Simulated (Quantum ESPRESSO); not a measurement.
# GaP (F-43m): a volume series of phonon spectra, part 2 of 8

Aim: how the vibrations of GaP shift with volume, and the expansion that follows.

Experimental results on record:
- volume expansion coefficient 15.9 1e-6/K, heat capacity C_P per formula unit 44.2 J/mol/K and bulk modulus 88.7 GPa near room temperature (given in “High-Throughput Prediction of Finite-Temperature Properties using the Quasi-Harmonic Approximation”, 2016, arXiv:1603.06924)

Quantum ESPRESSO 7.5; DFT LDA, scalar-relativistic, plane waves, PseudoDojo norm-conserving pseudopotentials.

So far, gap on the k-mesh (eV): step 2 (probe on a coarse mesh) 1.50.

**3. Finding the static equilibrium**

Phonons are second derivatives about a minimum, so cell and atoms are relaxed first, inside the symmetry of the start.

Input file relax.in:

```
 &control
    calculation='vc-relax',
    prefix='x',
    outdir='./tmp',
    pseudo_dir='./pseudo',
    tprnfor=.true.,
    tstress=.true.,
    forc_conv_thr=2.0d-05,
    etot_conv_thr=1.0d-07,
    nstep=40,
 /
 &system
    ibrav=0,
    nat=2,
    ntyp=2,
    ecutwfc=80.0,
    occupations='fixed',
    nbnd=11,
 /
 &electrons
    conv_thr=1.0d-11,
    mixing_beta=0.7,
    electron_maxstep=100,
 /
 &ions
 /
 &cell
    press_conv_thr=0.1,
 /
ATOMIC_SPECIES
 Ga     69.7230  Ga.upf
 P      30.9738  P.upf
CELL_PARAMETERS angstrom
     0.000000000    2.725250000    2.725250000
     2.725250000    0.000000000    2.725250000
     2.725250000    2.725250000    0.000000000
ATOMIC_POSITIONS crystal
 Ga     0.000000000   0.000000000   0.000000000
 P      0.250000000   0.250000000   0.250000000
K_POINTS automatic
 8 8 8 0 0 0
```

Run with:

```sh
> OMP_NUM_THREADS=1 mpirun -n 4 pw.x -nk 4 -in relax.in > relax.out
```

What it wrote:

```text
[banner, memory and clock lines left out]
Program PWSCF v.7.5

     Message from routine setup:
     using ibrav=0 with symmetry is DISCOURAGED, use correct ibrav instead

     G-vector sticks info

     bravais-lattice index     =            0
     lattice parameter (alat)  =       7.2832  a.u.
     unit-cell volume          =     273.1780 (a.u.)^3
     number of atoms/cell      =            2
     number of atomic types    =            2
     number of electrons       =        18.00
     number of Kohn-Sham states=           11
     kinetic-energy cutoff     =      80.0000  Ry
     charge density cutoff     =     320.0000  Ry
     scf convergence threshold =      1.0E-11
     mixing beta               =       0.7000
     number of iterations used =            8  plain     mixing
     energy convergence thresh.=      1.0E-07
     force convergence thresh. =      2.0E-05
     press convergence thresh. =      1.0E-01
     Exchange-correlation= SLA  PW   NOGX NOGC
                           (   1   4   0   0   0   0   0)
     nstep                     =           40

     celldm(1)=   7.283166  celldm(2)=   0.000000  celldm(3)=   0.000000
     celldm(4)=   0.000000  celldm(5)=   0.000000  celldm(6)=   0.000000

     crystal axes: (cart. coord. in units of alat)
               a(1) = (   0.000000   0.707107   0.707107 )
               a(2) = (   0.707107   0.000000   0.707107 )
               a(3) = (   0.707107   0.707107   0.000000 )

     reciprocal axes: (cart. coord. in units 2 pi/alat)
               b(1) = ( -0.707107  0.707107  0.707107 )
               b(2) = (  0.707107 -0.707107  0.707107 )
               b(3) = (  0.707107  0.707107 -0.707107 )

     PseudoPot. # 1 for Ga read from file:
     ./pseudo/Ga.upf
     Pseudo is Norm-conserving + core correction, Zval = 13.0
     Using radial grid of 1858 points,  6 beta functions with:
                l(1) =   0
                l(2) =   0
                l(3) =   1
                l(4) =   1
                l(5) =   2
                l(6) =   2

     PseudoPot. # 2 for P  read from file:
     ./pseudo/P.upf
     Pseudo is Norm-conserving + core correction, Zval =  5.0
     Using radial grid of 1298 points,  6 beta functions with:
                l(1) =   0
                l(2) =   0
                l(3) =   1
                l(4) =   1
                l(5) =   2
                l(6) =   2

     atomic species   valence    mass     pseudopotential
     Ga               13.00    69.72300     Ga( 1.00)
     P                 5.00    30.97380     P ( 1.00)

     24 Sym. Ops. (no inversion) found

   Cartesian axes

     site n.     atom                  positions (alat units)
         1        Ga     tau(   1) = (   0.0000000   0.0000000   0.0000000  )
         2        P      tau(   2) = (   0.3535534   0.3535534   0.3535534  )

     number of k points=    29
                       cart. coord. in units 2pi/alat
        k(    1) = (   0.0000000   0.0000000   0.0000000), wk =   0.0039062
        k(    2) = (   0.0883883   0.0883883  -0.0883883), wk =   0.0312500
        k(    3) = (   0.1767767   0.1767767  -0.1767767), wk =   0.0312500
        k(    4) = (   0.2651650   0.2651650  -0.2651650), wk =   0.0312500
        k(    5) = (  -0.3535534  -0.3535534   0.3535534), wk =   0.0156250
        k(    6) = (   0.1767767   0.0000000   0.0000000), wk =   0.0234375
        k(    7) = (   0.2651650   0.0883883  -0.0883883), wk =   0.0937500
        k(    8) = (   0.3535534   0.1767767  -0.1767767), wk =   0.0937500
        k(    9) = (  -0.2651650  -0.4419417   0.4419417), wk =   0.0937500
        k(   10) = (  -0.1767767  -0.3535534   0.3535534), wk =   0.0937500
        k(   11) = (  -0.0883883  -0.2651650   0.2651650), wk =   0.0937500
        k(   12) = (   0.0000000  -0.1767767   0.1767767), wk =   0.0468750
        k(   13) = (   0.3535534   0.0000000   0.0000000), wk =   0.0234375
        k(   14) = (   0.4419417   0.0883883  -0.0883883), wk =   0.0937500
        k(   15) = (  -0.1767767  -0.5303301   0.5303301), wk =   0.0937500
        k(   16) = (  -0.0883883  -0.4419417   0.4419417), wk =   0.0937500
[...]
Dense  grid:    26469 G-vectors     FFT dimensions: (  45,  45,  45)

     Initial potential from superposition of free atoms

     starting charge      17.9978, renormalised to      18.0000
     Starting wfcs are   13 randomized atomic wfcs

     per-process dynamical memory:    24.0 Mb

     Self-consistent Calculation

     iteration #  1     ecut=    80.00 Ry     beta= 0.70
     Davidson diagonalization with overlap
     ethr =  1.00E-02,  avg # of iterations =  3.6

     Threshold (ethr) on eigenvalues was too large:
     Diagonalizing with lowered threshold

     Davidson diagonalization with overlap
     ethr =  3.74E-04,  avg # of iterations =  2.0

     total energy              =    -166.68005631 Ry
     estimated scf accuracy    <       0.06865586 Ry

     iteration #  2     ecut=    80.00 Ry     beta= 0.70
     Davidson diagonalization with overlap
     ethr =  3.81E-04,  avg # of iterations =  2.2

     total energy              =    -166.69486877 Ry
     estimated scf accuracy    <       0.01419801 Ry

     iteration #  3     ecut=    80.00 Ry     beta= 0.70
     Davidson diagonalization with overlap
     ethr =  7.89E-05,  avg # of iterations =  2.4

     total energy              =    -166.69768115 Ry
     estimated scf accuracy    <       0.00035721 Ry

     iteration #  4     ecut=    80.00 Ry     beta= 0.70
     Davidson diagonalization with overlap
     ethr =  1.98E-06,  avg # of iterations =  5.3

     total energy              =    -166.69770844 Ry
     estimated scf accuracy    <       0.00003523 Ry

     iteration #  5     ecut=    80.00 Ry     beta= 0.70
     Davidson diagonalization with overlap
     ethr =  1.96E-07,  avg # of iterations =  2.3

     total energy              =    -166.69771756 Ry
     estimated scf accuracy    <       0.00000005 Ry

     iteration #  6     ecut=    80.00 Ry     beta= 0.70
     Davidson diagonalization with overlap
     ethr =  2.99E-10,  avg # of iterations =  6.4

     total energy              =    -166.69771778 Ry
     estimated scf accuracy    <       0.00000007 Ry

     iteration #  7     ecut=    80.00 Ry     beta= 0.70
     Davidson diagonalization with overlap
     ethr =  2.99E-10,  avg # of iterations =  2.0

     total energy              =    -166.69771780 Ry
     estimated scf accuracy    <          2.4E-10 Ry

     iteration #  8     ecut=    80.00 Ry     beta= 0.70
     Davidson diagonalization with overlap
     ethr =  1.31E-12,  avg # of iterations =  5.1

[...]
Using radial grid of 1858 points,  6 beta functions with:
                l(1) =   0
                l(2) =   0
                l(3) =   1
                l(4) =   1
                l(5) =   2
                l(6) =   2

     PseudoPot. # 2 for P  read from file:
     ./pseudo/P.upf
     Pseudo is Norm-conserving + core correction, Zval =  5.0
     Using radial grid of 1298 points,  6 beta functions with:
                l(1) =   0
                l(2) =   0
                l(3) =   1
                l(4) =   1
                l(5) =   2
                l(6) =   2

     atomic species   valence    mass     pseudopotential
     Ga               13.00    69.72300     Ga( 1.00)
     P                 5.00    30.97380     P ( 1.00)

     24 Sym. Ops. (no inversion) found

   Cartesian axes

     site n.     atom                  positions (alat units)
         1        Ga     tau(   1) = (  -0.0000000  -0.0000000   0.0000000  )
         2        P      tau(   2) = (   0.3494537   0.3494537   0.3494537  )

     number of k points=    29
                       cart. coord. in units 2pi/alat
[...]
k(   22) = (   0.3577012   0.1788506   0.0000000), wk =   0.0937500
        k(   23) = (  -0.2682759  -0.4471265   0.6259771), wk =   0.1875000
        k(   24) = (  -0.1788506  -0.3577012   0.5365518), wk =   0.0937500
        k(   25) = (  -0.1788506  -0.5365518   0.7154024), wk =   0.0937500
        k(   26) = (  -0.0894253  -0.4471265   0.6259771), wk =   0.1875000
        k(   27) = (   0.0000000  -0.3577012   0.5365518), wk =   0.0937500
        k(   28) = (  -0.7154024   0.1788506   0.0000000), wk =   0.0468750
        k(   29) = (  -0.7154024   0.3577012   0.0000000), wk =   0.0234375

     Dense  grid:    25605 G-vectors     FFT dimensions: (  45,  45,  45)

     Initial potential from superposition of free atoms

     starting charge      17.9978, renormalised to      18.0000
     Starting wfcs are   13 randomized atomic wfcs

     per-process dynamical memory:    26.3 Mb

     Self-consistent Calculation

[...]
total energy              =    -166.69866509 Ry
[...]
iteration #  5     ecut=    80.00 Ry     beta= 0.70
     Davidson diagonalization with overlap
     ethr =  1.41E-07,  avg # of iterations =  2.1

     total energy              =    -166.69867221 Ry
     estimated scf accuracy    <       0.00000007 Ry

     iteration #  6     ecut=    80.00 Ry     beta= 0.70
     Davidson diagonalization with overlap
     ethr =  4.01E-10,  avg # of iterations =  5.2

     total energy              =    -166.69867244 Ry
     estimated scf accuracy    <       0.00000005 Ry

     iteration #  7     ecut=    80.00 Ry     beta= 0.70
     Davidson diagonalization with overlap
     ethr =  3.02E-10,  avg # of iterations =  2.0

     total energy              =    -166.69867246 Ry
     estimated scf accuracy    <          1.4E-09 Ry

     iteration #  8     ecut=    80.00 Ry     beta= 0.70
     Davidson diagonalization with overlap
     ethr =  7.68E-12,  avg # of iterations =  3.1

     total energy              =    -166.69867246 Ry
     estimated scf accuracy    <          5.4E-10 Ry

     iteration #  9     ecut=    80.00 Ry     beta= 0.70
     Davidson diagonalization with overlap
     ethr =  3.01E-12,  avg # of iterations =  2.0

     total energy              =    -166.69867246 Ry
     estimated scf accuracy    <          4.4E-13 Ry

     iteration # 10     ecut=    80.00 Ry     beta= 0.70
     Davidson diagonalization with overlap
     ethr =  1.00E-13,  avg # of iterations =  3.1

     total energy              =    -166.69867246 Ry
     estimated scf accuracy    <          1.5E-12 Ry

     iteration # 11     ecut=    80.00 Ry     beta= 0.70
     Davidson diagonalization with overlap
     ethr =  1.00E-13,  avg # of iterations =  1.0

     total energy              =    -166.69867246 Ry
     estimated scf accuracy    <          1.7E-13 Ry

     iteration # 12     ecut=    80.00 Ry     beta= 0.70
     Davidson diagonalization with overlap
     ethr =  1.00E-13,  avg # of iterations =  1.0

     End of self-consistent calculation

          k = 0.0000 0.0000 0.0000 (  3143 PWs)   bands (ev):

[...]
k = 0.0894 0.0894-0.0894 (  3191 PWs)   bands (ev):

[...]
k = 0.1789 0.1789-0.1789 (  3182 PWs)   bands (ev):

[...]
k = 0.2683 0.2683-0.2683 (  3187 PWs)   bands (ev):

[...]
k = 0.1789 0.0000-0.0000 (  3195 PWs)   bands (ev):

[...]
k = 0.2683 0.0894-0.0894 (  3193 PWs)   bands (ev):

[...]
k = 0.3577 0.1789-0.1789 (  3181 PWs)   bands (ev):

[...]
k = 0.3577 0.0000-0.0000 (  3178 PWs)   bands (ev):

[...]
k = 0.4471 0.0894-0.0894 (  3185 PWs)   bands (ev):

[...]
k =-0.0894-0.4471 0.4471 (  3180 PWs)   bands (ev):

[...]
k =-0.0000-0.3577 0.3577 (  3164 PWs)   bands (ev):

[...]
k = 0.5366-0.0000 0.0000 (  3194 PWs)   bands (ev):

[...]
k =-0.0894-0.6260 0.6260 (  3191 PWs)   bands (ev):

[...]
k = 0.0000-0.5366 0.5366 (  3200 PWs)   bands (ev):

[...]
k =-0.7154-0.0000 0.0000 (  3250 PWs)   bands (ev):

[...]
k = 0.3577 0.1789 0.0000 (  3185 PWs)   bands (ev):

    -6.9992  -6.8975  -6.8930  -6.8297  -6.8072  -3.6344   3.3550   5.2767
     6.4794  11.0448  11.8966

          k =-0.2683-0.4471 0.6260 (  3182 PWs)   bands (ev):

    -7.0154  -6.8936  -6.8829  -6.8274  -6.8074  -2.8300   1.9281   4.6141
     5.9984  11.2644  12.1781

          k =-0.1789-0.3577 0.5366 (  3186 PWs)   bands (ev):

    -7.0213  -6.8931  -6.8793  -6.8234  -6.8092  -2.3307   1.1546   4.4572
     5.7730  11.2633  11.9837

          k =-0.1789-0.5366 0.7154 (  3187 PWs)   bands (ev):

    -7.0313  -6.8782  -6.8685  -6.8420  -6.8008  -2.5188   1.8204   4.5817
     5.1850  10.5264  11.1938

          k =-0.0894-0.4471 0.6260 (  3187 PWs)   bands (ev):

    -7.0315  -6.8831  -6.8649  -6.8360  -6.8055  -1.9372   1.1661   3.8908
     4.9884  10.9421  12.6732

          k = 0.0000-0.3577 0.5366 (  3185 PWs)   bands (ev):

    -7.0247  -6.8893  -6.8698  -6.8295  -6.8100  -2.1398   1.3852   3.7287
     5.3653  11.3701  13.2893

          k =-0.7154 0.1789 0.0000 (  3184 PWs)   bands (ev):

    -7.0433  -6.8687  -6.8604  -6.8453  -6.7989  -1.7436   0.9123   4.4810
     4.5471  10.4359  10.6587

          k =-0.7154 0.3577 0.0000 (  3188 PWs)   bands (ev):

    -7.0317  -6.8847  -6.8610  -6.8347  -6.8077  -1.6885   1.0297   4.0430
     4.1860  12.4359  12.7443

     highest occupied, lowest unoccupied level (ev):     7.8264    9.2640

!    total energy              =    -166.69867246 Ry
     estimated scf accuracy    <          7.6E-14 Ry

     The total energy is the sum of the following terms:
     one-electron contribution =     -75.39159530 Ry
     hartree contribution      =      51.60763117 Ry
     xc contribution           =     -45.30522903 Ry
     ewald contribution        =     -97.60947930 Ry

     convergence has been achieved in  12 iterations

     Forces acting on atoms (cartesian axes, Ry/au):

     atom    1 type  1   force =    -0.00000000    0.00000000   -0.00000000
     atom    2 type  2   force =     0.00000000    0.00000000    0.00000000

     Total force =     0.000000     Total SCF correction =     0.000000

     Computing stress (Cartesian axis) and pressure

          total   stress  (Ry/bohr**3)                   (kbar)     P=       -0.20
  -0.00000139  -0.00000000   0.00000000           -0.20       -0.00        0.00
  -0.00000000  -0.00000139   0.00000000           -0.00       -0.20        0.00
   0.00000000   0.00000000  -0.00000139            0.00        0.00       -0.20

     XML data file, charge density, pseudopotentials, collected wavefunctions
```

It took 29 s on 4 MPI ranks of Arm Neoverse V2, shared host; 1.9 min of CPU time.

Step by step:

```csv
step,energy less that of the first step (eV),largest force (eV/Å),volume (Å³)
1,0.0000,0.0000,40.48
2,-0.0088,0.0000,39.88
3,-0.0131,0.0000,39.04
4,-0.0132,0.0000,39.09
5,-0.0132,0.0000,39.09
6,-0.0130,0.0000,39.09
```

| conventional cell, symmetrised | before | after | change |
| --- | --- | --- | --- |
| a (Å) | 5.451 | 5.387 | -1.2 % |
| b (Å) | 5.451 | 5.387 | -1.2 % |
| c (Å) | 5.451 | 5.387 | -1.2 % |
| volume (Å³/atom) | 20.24 | 19.54 | -3.4 % |

Final coordinates:

```xyz
2
Lattice="0.0000 2.6936 2.6936 2.6936 0.0000 2.6936 2.6936 2.6936 0.0000" Properties=species:S:1:pos:R:3 pbc="T T T"
Ga    0.0000    0.0000    0.0000
P     1.3468    1.3468    1.3468
```

Numbers from this step:

```
volume per atom   : 19.54 Å³
pressure          : -0.02 GPa
gap on the k-mesh : 1.438 eV
```

After the last step pw.x solved the final cell once more on a basis chosen for it, which moves the energy without moving the atoms.

(Continued in part 3 of 8.)

[Logs are printed without paths, hosts, clocks, repeated set-up lines and the standing remarks that a program may print on its own settings, such as how far it seeks lower states.]

[Hosts, paths, dates, database ids (printed as entryN), source tags and the programs' standing remarks are cut or masked in the printed files.]

[A step with changed settings may run another functional than the one named; its input shows which.]

[Of the runs on displaced cells, only some may be shown.]
